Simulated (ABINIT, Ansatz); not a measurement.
# Calculated records

```
! title: Quasiparticle gap of CaAlSiH (P3m1) in ABINIT
! method: RPA screening on PBEsol, plane waves, norm-conserving pseudopotentials (and 2 further levels or steps)
! program: ABINIT 10.8.3
! settings: cutoff 32 Ha, PseudoDojo scalar-relativistic 0.4.1 standard, norm-conserving, ngkpt (3, 3, 4), nband 43, ecuteps 3.6 Ha, inclvkb 2, shiftk (0, 0, 0), symchi 1, awtr 1, frequency ppm, 3×3×4 k-mesh
! cost: 4 runs, 53 s in all on 4 MPI ranks of Arm Neoverse V1, shared host
! notes: The program’s warnings: nkpt*nsppol () is not a multiple of nproc spkpt (). The cell and positions are those that the Materials Project relaxed with its own functionals (PBE, PBE+U or r2SCAN), kept fixed. Local fields lower the RPA ε∞ on this mesh from 24.23 to 21.38; a Γ-centred mesh this coarse tends to raise both, most where the direct gap is narrow, while a short band sum lowers them. The 3×3×4 mesh is coarse for this cell, which bears on the long-range parts of exchange and screening.
! PBEsol gap: 0.29 eV, indirect
! G0W0 gap on the mesh: 1.17 eV
! G0W0 gap over the zone (rigid shift): 0.89 eV
! GW settings: 3×3×4 mesh, 43 bands, screening to 98 eV, Godby-Needs plasmon pole
! known limits: short of the basis limit; coarse k mesh
CELL_PARAMETERS angstrom
4.14328 0.00000 0.00000
-2.07164 3.58819 0.00000
0.00000 0.00000 4.69823
ATOMIC_POSITIONS crystal
Ca 0.00000 0.00000 0.99992
Al 0.66667 0.33333 0.45711
Si 0.33333 0.66667 0.56589
H 0.66667 0.33333 0.08378
```

[Long decimals in the printed logs are rounded to 6 places.]

[Logs are printed without paths, hosts, clocks, repeated set-up lines and the standing remarks that a program may print on its own settings, such as how far it seeks lower states.]

[Paths, hosts, dates, memory and timing lines, banners, echoed tables and standing remarks are left out of the program output; an Ansatz launch command may be rebuilt from the run's recorded settings. Measured values are a selection of at most five: reports struck by readers or far from the other reports are left out. None is set beside runs whose start may be inverted or whose files or cutoffs have a known fault.]

[Runs of the session that timed out or met a known fault of the program may be left out.]

[Hosts, paths, dates, database ids (printed as entryN), source tags and the programs' standing remarks are cut or masked in the printed files.]

[G0W0 gaps are taken among the corrected bands and points alone; a level outside them can change the order at an edge.]

[Where Ansatz stands beside ABINIT at settings called matched, ABINIT's density can come from a denser mesh and the files from another edition; pairs whose starting gaps differed by over 0.03 eV were left out, so agreement reads better than it is.]
